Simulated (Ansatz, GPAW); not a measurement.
# STM contrast on a 5-layer slab of Sr(110)

Aim: Tersoff-Hamann images of a 5-layer slab of Sr(110) at several biases.

Main program and level: GPAW 26.7.0 and Ansatz 0.2.0; GPAW, PAW setups; slab in vacuum, in the first sound run; inputs show where later runs differ.

Most raw output is cut from this account.

## 1. Set-up

The cell holds 5 atoms: 5 Sr. Cell: a = 6.080 Å, b = 4.299 Å, c = 26.598 Å, α = 90.0°, β = 90.0°, γ = 90.0°. Vacuum lies along c.

## 2. Relaxation

Forces are removed first; all later runs use this geometry. The lowest 2 atoms are held at bulk positions and keep their forces.

run.py reads:

```python
import json
import numpy as np
from ase import Atoms
from ase.constraints import FixAtoms
from ase.optimize import BFGS
from gpaw import GPAW, PW

slab = Atoms(
    ['Sr', 'Sr', 'Sr', 'Sr', 'Sr'],
    positions=[
        [0.00000, 0.00000, 9.00000],
        [3.04000, 2.14960, 11.14960],
        [0.00000, 0.00000, 13.29921],
        [3.04000, 2.14960, 15.44881],
        [0.00000, 0.00000, 17.59842]],
    cell=[[6.08, 0.0, 0.0], [0.0, 4.29921, 0.0], [0.0, 0.0, 26.59842]],
    pbc=[True, True, False])

slab.calc = GPAW(mode=PW(400), xc='PBE', kpts={'size': (5, 7, 1), 'gamma': True},
                 occupations={'name': 'fermi-dirac', 'width': 0.1}, nbands='160%',
                 convergence={'density': 0.0001}, maxiter=200,
                 poissonsolver={'dipolelayer': 'xy'},
                 symmetry={'tolerance': 1e-3, 'extra_ids': [1, 1, 0, 0, 0]}, txt='slab.txt')
result = {}
slab.set_constraint(FixAtoms([0, 1]))
path = []
opt = BFGS(slab, maxstep=0.2)
opt.attach(lambda: path.append((slab.get_potential_energy(), slab.positions.tolist(), slab.get_forces().tolist())))
result['relaxed'] = bool(opt.run(fmax=0.05, steps=30))
result['path'] = path
energy = slab.get_potential_energy()
fermi = slab.calc.get_fermi_level()
v = slab.calc.get_electrostatic_potential().mean((0, 1)) - fermi
n = slab.calc.get_pseudo_density().mean((0, 1))
L = slab.cell[2, 2]
z = np.arange(len(v)) * L / len(v)
low, high = slab.positions[:, 2].min(), slab.positions[:, 2].max()
below, above = np.interp([low - 6.8, high + 6.8], z, v)
slopes = [np.interp(x, z, np.gradient(v, z)) for x in (low - 6.8, high + 6.8)]
eps = np.array([[slab.calc.get_eigenvalues(k, s) for k in range(len(slab.calc.get_ibz_k_points()))]
                for s in range(slab.calc.get_number_of_spins())]) - fermi
top, bottom = eps[eps < 0].max(), eps[eps > 0].min()
dipole = slab.get_dipole_moment()[2]
print(f'energy {energy:.4f} eV, Fermi level {fermi:.4f} eV, dipole {dipole:.5f} e A')
print(f'potential 6.8 A off the faces, from the Fermi level: lower {below:.4f} eV, upper {above:.4f} eV')
print(f'slope of the potential there: lower {slopes[0]:.5f}, upper {slopes[1]:.5f} eV/A')
print(f'nearest levels on the mesh: {top:.4f} and {bottom:.4f} eV')
print('magnetic moment', round(slab.get_magnetic_moment(), 3))
result.update(energy=energy, fermi=fermi, dipole=dipole, below=below, above=above, slopes=slopes, edges=[top, bottom],
              z=z.tolist(), v=v.tolist(), n=n.tolist(), positions=slab.positions.tolist(),
              forces=slab.get_forces(apply_constraint=False).tolist(), moments=slab.get_magnetic_moments().tolist())
json.dump(result, open('result.json', 'w'))
```

Command:

```bash
$ OMP_NUM_THREADS=1 OPENBLAS_NUM_THREADS=1 python run.py
```

The job ended after 6.5 min (1 thread of Intel Xeon Platinum 8259CL at 2.50GHz (Skylake/Cascade Lake), shared host; peak memory 0.39 GiB).

The steps of the relaxation:

```
step  energy less that of the first step (eV)  largest force (eV/Å)
   1                                   0.0000                0.0609
   2                                  -0.0001                0.0549
   3                                  -0.0006                0.0504
   4                                  -0.0035                0.0452
```

The atoms that moved most (Å):

```
atom     dx     dy      dz  length
 Sr5  0.000  0.000  -0.115   0.115
 Sr4  0.000  0.000  -0.026   0.026
```

The relaxed structure:

```xyz
5
Lattice="6.0800 0.0000 0.0000 0.0000 4.2992 0.0000 0.0000 0.0000 26.5984" Properties=species:S:1:pos:R:3
Sr    0.0000    0.0000    9.0000
Sr    3.0400    2.1496   11.1496
Sr    0.0000    0.0000   13.2957
Sr    3.0400    2.1496   15.4225
Sr    0.0000    0.0000   17.4839
```

Numbers from this step:

* dipole along the normal: -0.001046 e·Å
* levels nearest the Fermi level on the mesh: -0.02589, 0.009580 eV from the Fermi level
* upper work function: 2.607 eV
* lower work function: 2.601 eV

The electrostatic potential energy of an electron (without an applied field's), less the Fermi level, planar mean by z:

```
z (Å)  electrostatic potential energy of an electron (without an applied field's), less the Fermi level, planar mean (eV)
  0.0                                                                                                                2.60
  0.5                                                                                                                2.60
  1.0                                                                                                                2.60
  1.5                                                                                                                2.60
  2.0                                                                                                                2.60
  2.5                                                                                                                2.60
  3.0                                                                                                                2.60
  3.5                                                                                                                2.60
  4.0                                                                                                                2.60
  4.5                                                                                                                2.59
  5.0                                                                                                                2.59
  5.5                                                                                                                2.56
  6.0                                                                                                                2.51
  6.5                                                                                                                2.39
  7.0                                                                                                                2.11
  7.5                                                                                                                1.50
  8.0                                                                                                               0.195
  8.5                                                                                                               -3.22
  9.0                                                                                                               -7.03
  9.5                                                                                                               -3.63
 10.0                                                                                                               -1.02
 10.5                                                                                                               -2.18
 11.0                                                                                                               -6.28
 11.5                                                                                                               -4.68
 12.0                                                                                                               -1.18
 12.5                                                                                                               -1.41
 13.0                                                                                                               -5.26
 13.5                                                                                                               -6.03
 14.0                                                                                                               -1.87
 14.5                                                                                                               -1.02
 15.0                                                                                                               -4.00
 15.5                                                                                                               -6.64
 16.0                                                                                                               -2.83
 16.5                                                                                                               -1.32
 17.0                                                                                                               -3.88
 17.5                                                                                                               -7.06
 18.0                                                                                                               -3.06
 18.5                                                                                                               0.273
 19.0                                                                                                                1.55
 19.5                                                                                                                2.13
 20.0                                                                                                                2.40
 20.5                                                                                                                2.52
 21.0                                                                                                                2.57
 21.5                                                                                                                2.59
 22.0                                                                                                                2.60
 22.5                                                                                                                2.61
 23.0                                                                                                                2.61
 23.5                                                                                                                2.61
 24.0                                                                                                                2.61
 24.5                                                                                                                2.61
 25.0                                                                                                                2.61
 25.5                                                                                                                2.61
 26.0                                                                                                                2.61
```

The pseudo valence density, planar mean oscillates, so the rows of the table below give means over windows of 2.13 Å about each position, cut where the curve ends. Its maxima inside the range that stand out by 2 % of the span (Å: e/Å³): 8.9: 0.299, 11.1: 0.305, 13.2: 0.301, 15.3: 0.303, 17.4: 0.303. Its minima: 10.0: 0.0767, 12.1: 0.0781, 14.3: 0.0809, 16.4: 0.0869.

The pseudo valence density, planar mean by z; means over each step:

```
z (Å)  pseudo valence density, planar mean (e/Å³)
 3.19                                      1.9e-5
 5.32                                      7.8e-4
 7.46                                      0.0343
 9.58                                       0.175
11.71                                       0.179
13.84                                       0.180
15.97                                       0.186
18.11                                       0.141
20.23                                     0.00326
22.36                                      9.8e-5
24.50                                      2.0e-6
```

The relaxation lowered the energy of the cell by 0.00348 eV (energies extrapolated to zero smearing; the optimiser's log prints free energies). The largest force left on a free atom is 0.045 eV/Å.

[end of part 1 of 3]

[Logs are printed without paths, hosts, clocks, repeated set-up lines and the standing remarks that a program may print on its own settings, such as how far it seeks lower states.]

[Hosts, paths, dates, database ids (printed as entryN), source tags and the programs' standing remarks are cut or masked in the printed files.]
